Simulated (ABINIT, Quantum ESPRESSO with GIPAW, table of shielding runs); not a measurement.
# Shieldings in SrO in space group Fm-3m from a nuclear dipole's orbital moment, part 2 of 2

Wanted: shieldings of SrO in space group Fm-3m from two unrelated programs, to see how far they agree and what the ZORA terms of the valence add.

ABINIT 10.8.3 and Quantum ESPRESSO with GIPAW.

So far, shielding along dipole (ppm): step 4 (converse method: dipole on Sr1; PBE, zora 0, 22 Ha, 3×3×3 …) 2643.

The database entry behind the starting cell differs from later determinations by our own check (about 0.5 % short), so it need not match the best structure at ambient conditions.

**5. Converse method: dipole on Sr1; PBE, zora 3, 22 Ha, 3×3×3 (4 shifts)**

Level of this step: DFT, PBE, plane-wave PAW (JTH 2.0), spin-orbit coupling with all ZORA dipole terms (zora 3), shielding from the orbital moment that a nuclear dipole induces (ABINIT).

Against a zora 0 run on the same mesh, two-component wave functions with spin-orbit coupling and the ZORA dipole terms are switched on, to see what they add.

The input, run.abi:

```
ndtset 2
acell 3*1.0 Angstrom
rprim
  0.00000000 2.56630000 2.56630000
  2.56630000 0.00000000 2.56630000
  2.56630000 2.56630000 0.00000000
natom 2
ntypat 2
znucl 38 8
typat 1 2
xred
  0.50000000 0.50000000 0.50000000
  0.00000000 0.00000000 0.00000000
pseudos "Sr_PBE_JTH.xml, O_PBE_JTH.xml"
ecut 22
pawecutdg 44
pawovlp -1
kptopt 3
ngkpt 3 3 3
nshiftk 4
shiftk 0.5 0.5 0.5  0.5 0 0  0 0.5 0  0 0 0.5
nband 16
occopt 1
zora 3
nspinor 2
nsym 1
symmorphi 0
istwfk *1
chkprim 0
chksymbreak 0
chksymtnons 0
optforces 0
optstress 0
pawcpxocc 2
usexcnhat 0
paral_atom 0
paral_kgb 0
prtden 0
prteig 0
prtebands 0
prtgsr 0
natnd 1
iatnd 1
atndlist 1 0 0
tolvrs1 1d-14
nstep1 50
rfddk2 1
rfdir2 1 1 1
iscf2 -3
getwfk2 -1
orbmag2 2
tolwfr2 1d-18
nstep2 30
prtwf2 0
```

Command:

```sh
$ abinit run.abi > log
```

Numbers of over 12 decimals in the logs are rounded to 6 here.

The log of the run:

```text
[... set-up and SCF cycles left out ...]

 Orbital magnetic moment computed with DFPT derivative wavefunctions

 Orbital magnetic moment, Cartesian directions :
 -2.64945807E-03 -1.62130686E-10 -9.89373079E-10

 Chern vector, Cartesian directions :
 -9.53527903E-07  4.68210856E-13  1.06517181E-12

 Orbital magnetic moment, term-by-term breakdown :
     rho(1) CC :  -1.64641039E-03 -1.54894979E-10  4.85677128E-11
    rho(1) VV1 :   2.08604978E-03 -5.74566447E-12  1.88717069E-11
    rho(1) VV2 :   1.81454264E-05  5.97904306E-12 -6.02368379E-12
     rho(0) NL :  -5.43323957E-05  6.22299731E-12 -1.17544583E-09
   <L_R> terms :   3.82308748E-04 -1.36937647E-11  1.24654952E-10
 <A0.An> terms :   5.85746371E-06  1.68123152E-15  2.06023494E-15
    Lamb terms :  -3.44107669E-03  0.00000000E+00  0.00000000E+00
 Chern vector, term-by-term breakdown :
  Ch CC :   7.07713289E-06  5.12147306E-13  1.16031531E-12
 Ch vv1 :  -8.03066079E-06 -4.39364543E-14 -9.51434986E-14
 Ch vv2 :   3.22931311E-21  5.05783413E-21 -4.90655034E-21
[...]
---- first-order wavefunction calculations are completed ----

 respfn : d/dk was computed, but no 2DTE, so no DDB output.

== END DATASET(S) ==
```

It took 27 min on 1 thread of Arm Neoverse V2, shared host; peak memory 0.54 GiB.

Along the dipole the shielding is 2649.5 ppm. The Chern vector, which should vanish, has length 9.5e-07. In mesh series on salts like this, lengths over 2.5e-7 went with errors from several ppm on light ions to many hundreds on heavy ones, so the run counts as not converged.

**6. Converse method: dipole on Sr1; LDA, zora 0, 22 Ha, 3×3×3 (4 shifts)**

Against the PBE run at zora 0 on the same mesh, the functional is changed.

Changes to run.abi since step 5:

```diff
@@ -13,3 +13,3 @@
   0.00000000 0.00000000 0.00000000
-pseudos "Sr_PBE_JTH.xml, O_PBE_JTH.xml"
+pseudos "Sr_LDA_JTH.xml, O_LDA_JTH.xml"
 ecut 22
@@ -21,6 +21,4 @@
 shiftk 0.5 0.5 0.5  0.5 0 0  0 0.5 0  0 0 0.5
-nband 16
+nband 8
 occopt 1
-zora 3
-nspinor 2
 nsym 1
```

Command:

```sh
$ abinit run.abi > log
```

The log of the run:

```text
[... set-up and SCF cycles left out ...]

 Orbital magnetic moment computed with DFPT derivative wavefunctions

 Orbital magnetic moment, Cartesian directions :
 -2.58909694E-03  2.65718944E-10 -7.10655981E-10

 Chern vector, Cartesian directions :
 -1.94833423E-06 -2.30217341E-12 -4.82280433E-12

 Orbital magnetic moment, term-by-term breakdown :
     rho(1) CC :  -1.71066312E-03 -2.24374493E-12  2.34964202E-10
    rho(1) VV1 :   1.89307073E-03 -5.78443445E-12 -8.96783679E-12
    rho(1) VV2 :   3.18611784E-05  6.66440330E-12 -6.64799187E-12
     rho(0) NL :   1.89858356E-04  1.69408207E-10 -8.46034548E-10
   <L_R> terms :   4.40317756E-04  9.76764840E-11 -8.39698014E-11
 <A0.An> terms :   4.57554169E-06 -1.97118453E-15 -5.18490251E-18
    Lamb terms :  -3.43811738E-03  0.00000000E+00  0.00000000E+00
 Chern vector, term-by-term breakdown :
  Ch CC :   5.83938439E-06 -2.30610769E-12 -4.95685410E-12
 Ch vv1 :  -7.78771862E-06  3.93428317E-15  1.34049760E-13
 Ch vv2 :  -7.09390093E-21  5.26602573E-21  1.43400596E-20
[...]
---- first-order wavefunction calculations are completed ----

 respfn : d/dk was computed, but no 2DTE, so no DDB output.

== END DATASET(S) ==
```

Elapsed: 6.8 min, on 1 thread; peak memory 0.25 GiB.

Along the dipole the shielding is 2589.1 ppm. The Chern vector, which should vanish, has length 1.9e-06. In mesh series on salts like this, lengths over 2.5e-7 went with errors from several ppm on light ions to many hundreds on heavy ones, so the run counts as not converged.

**7. A bad input**

Changes to run.abi since step 6:

```diff
@@ -13,3 +13,3 @@
   0.00000000 0.00000000 0.00000000
-pseudos "Sr_LDA_JTH.xml, O_LDA_JTH.xml"
+pseudos "Sr_PBE_JTH.xml, O_PBE_JTH.xml"
 ecut 22
@@ -21,3 +21,3 @@
 shiftk 0.5 0.5 0.5  0.5 0 0  0 0.5 0  0 0 0.5
-nband 8
+nband 10
 occopt 1
```

Command:

```sh
$ abinit run.abi > log
```

The log of the run:

```text
DATASET    1 : space group P1 (#  1); Bravais aP (primitive triclinic)
[...]
Values of the parameters that define the memory need for DATASET  1.
     intxc =       0    ionmov =       0      iscf =      17    lmnmax =      18
     lnmax =       6     mgfft =      30  mpssoang =       3    mqgrid =    3001
     natom =       2  nloc_mem =       2    nspden =       1   nspinor =       1
    nsppol =       1      nsym =       1    n1xccc =       1    ntypat =       2
    occopt =       1   xclevel =       2
       mpw =        1158          nfft =       27000          nkpt =         108
 PAW method is used; the additional fine FFT grid is defined by:
   mgfftf=        45    nfftf =     91125
[...]
DATASET    2 : space group P1 (#  1); Bravais aP (primitive triclinic)
[...]
Values of the parameters that define the memory need for DATASET  2 (RF).
     intxc =       0      iscf =      -3    lmnmax =      18     lnmax =       6
     mgfft =      30  mpssoang =       3    mqgrid =    3001     natom =       2
  nloc_mem =       2    nspden =       1   nspinor =       1    nsppol =       1
      nsym =       1    n1xccc =       1    ntypat =       2    occopt =       1
   xclevel =       2
      nfft =       27000          nkpt =         108
[...]
acell      1.8897261259E+00  1.8897261259E+00  1.8897261259E+00 Bohr
              amu      8.76200000E+01  1.59994000E+01
         atndlist      1.0000000000E+00  0.0000000000E+00  0.0000000000E+00
[...]
ecut      2.20000000E+01 Hartree
           getwfk1          0
           getwfk2         -1
            iatnd        1    0
             iscf1         17
             iscf2         -3
     [istwfk list left out]
              ixc     -101130
           jdtset        1    2
     [kpt list left out]
           kptopt           3
         kptrlatt        3   -3    3     -3    3    3     -3   -3    3
[...]
natnd           1
            natom           2
            nband          10
           ndtset           2
            ngfft          30      30      30
          ngfftdg          45      45      45
             nkpt         108
            nstep1         50
            nstep2         30
             nsym           1
           ntypat           2
        nucdipmom      1.0000000000E+00  0.0000000000E+00  0.0000000000E+00
[...]
occ      2.000000  2.000000  2.000000  2.000000  2.000000  2.000000
[...]
optforces           0
        optstress           0
           orbmag1          0
           orbmag2          2
        pawcpxocc           2
        pawecutdg      4.40000000E+01 Hartree
          pawovlp     -1.0000000000E+00
[...]
Initialisation of the first-order wave-functions :
  ireadwf=   0
[...]
solver: {iscf: -3, nstep: 30, nline: 4, wfoptalg: 10, }
tolerances: {tolwfr: 1.00E-18, }
[...]
ETOT 21  -23.296449257621      0.000E+00 1.095E-09 0.000E+00
 ETOT 22  -23.296449257621      7.105E-15 1.193E-09 0.000E+00
 ETOT 23  -23.296449257621     -7.105E-15 1.584E-10 0.000E+00
 ETOT 24  -23.296449257621      0.000E+00 1.764E-10 0.000E+00
 ETOT 25  -23.296449257621     -3.553E-15 2.305E-11 0.000E+00
 ETOT 26  -23.296449257621     -3.553E-15 2.618E-11 0.000E+00
 ETOT 27  -23.296449257621      0.000E+00 3.372E-12 0.000E+00
 ETOT 28  -23.296449257621     -3.553E-15 3.893E-12 0.000E+00
 ETOT 29  -23.296449257621      3.553E-15 4.949E-13 0.000E+00
 ETOT 30  -23.296449257621      7.105E-15 5.797E-13 0.000E+00

 scprqt:  WARNING -
  nstep=   30 was not enough SCF cycles to converge;
  maximum residual=  5.797E-13 exceeds tolwfr=  1.000E-18
[...]
----iterations are completed or convergence reached----
[...]
f-sum rule ratio=    1.0031803735E+00
 Expectation of eigenvalue derivatives (hartree) for nkpt= 108  k points:
  (in case of degenerate eigenvalues, averaged derivative)
 [levels by k-point left out]

 Nine components of 2nd-order total energy (hartree) are
 1,2,3: 0th-order hamiltonian combined with 1st-order wavefunctions
     kin0=   2.99298126E+01 eigvalue=   1.28923147E+00  local=  -1.82997458E+01  nclr dpl0=  -1.33224383E-07
 4,5,6: 1st-order hamiltonian combined with 1st and 0th-order wfs
     kin1=  -4.04145198E+01  Hartree=   0.00000000E+00     xc=   0.00000000E+00  nclr dpl1=   1.25754628E-10
 7,8,9: eventually, occupation + non-local contributions
    edocc=   4.08230056E+00     enl0=   5.33944234E+00   enl1=  -5.22297052E+00
 10: eventually, PAW "on-site" Hxc contribution: epaw1=   0.00000000E+00
 1-10 gives the relaxation energy (to be shifted if some occ is /=2.0)
   erelax=  -2.32964493E+01
 11 Contribution from 1st-order change of wavefunctions overlap
 eovl1 =  -4.77703924E-01
  No Ewald or frozen-wf contrib.: the relaxation energy is the total one
 2DEtotal=   -0.2329644926E+02 Ha. Also 2DEtotal=   -0.633928678909E+03 eV
    (  non-var. 2DEtotal :   -2.3296449076E+01 Ha)
[...]
Orbital magnetic moment computed with DFPT derivative wavefunctions

 Orbital magnetic moment, Cartesian directions :
 -2.64263148E-03 -1.69768354E-08 -2.10406684E-09

 Chern vector, Cartesian directions :
 -1.61014109E-06 -4.22489640E-10 -1.59708350E-10

 Orbital magnetic moment, term-by-term breakdown :
     rho(1) CC :  -1.73169386E-03 -1.71493614E-08 -1.24474616E-09
    rho(1) VV1 :   1.91726775E-03 -1.34509923E-10 -3.61597792E-10
    rho(1) VV2 :   2.96599748E-05 -6.37938718E-12 -1.44861948E-11
     rho(0) NL :   1.87009506E-04  4.87392013E-10 -4.53487624E-10
   <L_R> terms :   3.90333090E-04 -1.73979850E-10 -2.97480535E-11
 <A0.An> terms :   5.86875426E-06  3.15121060E-15 -1.01467473E-15
    Lamb terms :  -3.44107669E-03  0.00000000E+00  0.00000000E+00
 Chern vector, term-by-term breakdown :
  Ch CC :   6.19274755E-06 -4.30636996E-10 -1.65754385E-10
 Ch vv1 :  -7.80288864E-06  8.14735503E-12  6.04603462E-12
 Ch vv2 :  -2.11758237E-21  1.98361413E-21 -8.63266375E-22
[...]
---- first-order wavefunction calculations are completed ----

 respfn : d/dk was computed, but no 2DTE, so no DDB output.

== END DATASET(S) ==

[key lines of the parts left out:]
Total energy DC (eV): -8.85713443419624E+04
```

Elapsed: 14 min, on 1 thread; peak memory 0.29 GiB.

The run did not converge within its steps. The fault: empty bands under fixed occupations.

**8. All levels side by side**

The runs with the dipole on the other atom differ from those above in iatnd alone.

```tsv
level	dipole on	shielding along it (ppm)	Chern vector
PBE, zora 0, 22 Ha, 3×3×3 (4 shifts)	Sr1	2642.7	1.6e-06
PBE, zora 0, 22 Ha, 3×3×3 (4 shifts)	O2	-224.0	2.7e-08
PBE, zora 3, 22 Ha, 3×3×3 (4 shifts)	Sr1	2649.5	9.5e-07
PBE, zora 3, 22 Ha, 3×3×3 (4 shifts)	O2	-229.5	1.6e-07
LDA, zora 0, 22 Ha, 3×3×3 (4 shifts)	Sr1	2589.1	1.9e-06
LDA, zora 0, 22 Ha, 3×3×3 (4 shifts)	O2	-259.3	6.9e-08
```

Isotropic shieldings in ppm, all without the macroscopic shape term. Core time is summed over the runs of a row, on shared hosts.

```tsv
method	functional	relativity	cutoff	mesh	core time	σ Sr1	σ O2
GIPAW	PBE	scalar	55 Ry	6×6×6	2.7 min	2599.4	-221.5
converse (too coarse for a site)	PBE	zora 0	22 Ha	3×3×3, 4 shifts	14 min	2642.7	-224.0
converse (too coarse for a site)	PBE	zora 3	22 Ha	3×3×3, 4 shifts	54 min	2649.5	-229.5
converse (too coarse for a site)	LDA	zora 0	22 Ha	3×3×3, 4 shifts	14 min	2589.1	-259.3
```

**9. Results**

```
σ_iso of 87Sr (Sr1), GIPAW                           : 2599.4 ppm
σ_iso of 87Sr (Sr1), converse, zora 0, not converged : 2642.7 ppm
σ_iso of 17O (O2), GIPAW                             : -221.5 ppm
σ_iso of 17O (O2), converse, zora 0                  : -224.0 ppm
```

On the one mesh run at this cutoff the Chern vector is over 2.5e-7 for the dipole on Sr1, so the converse value there is not converged with mesh or cutoff. The converse values lie +43.2 ppm (Sr1) and -2.6 ppm (O2) from GIPAW's. GIPAW's own mesh and cutoff were not varied. Going from zora 0 to zora 3 on the same mesh moves Sr1 by +6.8 ppm and O2 by -5.5 ppm, at 3.9 times the cost. These runs aren't converged for every site and their mesh errors needn't cancel. That step holds the scalar ZORA dipole terms as well as spin-orbit coupling, for the valence alone: the frozen cores keep their Lamb term, so their own relativistic and spin response is missing. The spin response has no exchange-correlation kernel (nspden 1). LDA in place of PBE moves Sr1 by -53.6 ppm and O2 by -35.3 ppm. The mesh is too coarse for a site at least, so part of that may be mesh error. This build of gipaw.x prints that it isn't audited and that its numbers are no references by themselves. Atoms are fixed at the given structure, with no thermal motion. The shape term of a sphere, left out, would add about 6 ppm to every shielding, by GIPAW's valence susceptibility.

[Banner, clock, file and dataset-listing lines were taken out of the logs.]

[Logs are printed without paths, hosts, clocks, repeated set-up lines and the standing remarks that a program may print on its own settings, such as how far it seeks lower states.]

[Hosts, paths, dates, database ids (printed as entryN), source tags and the programs' standing remarks are cut or masked in the printed files.]
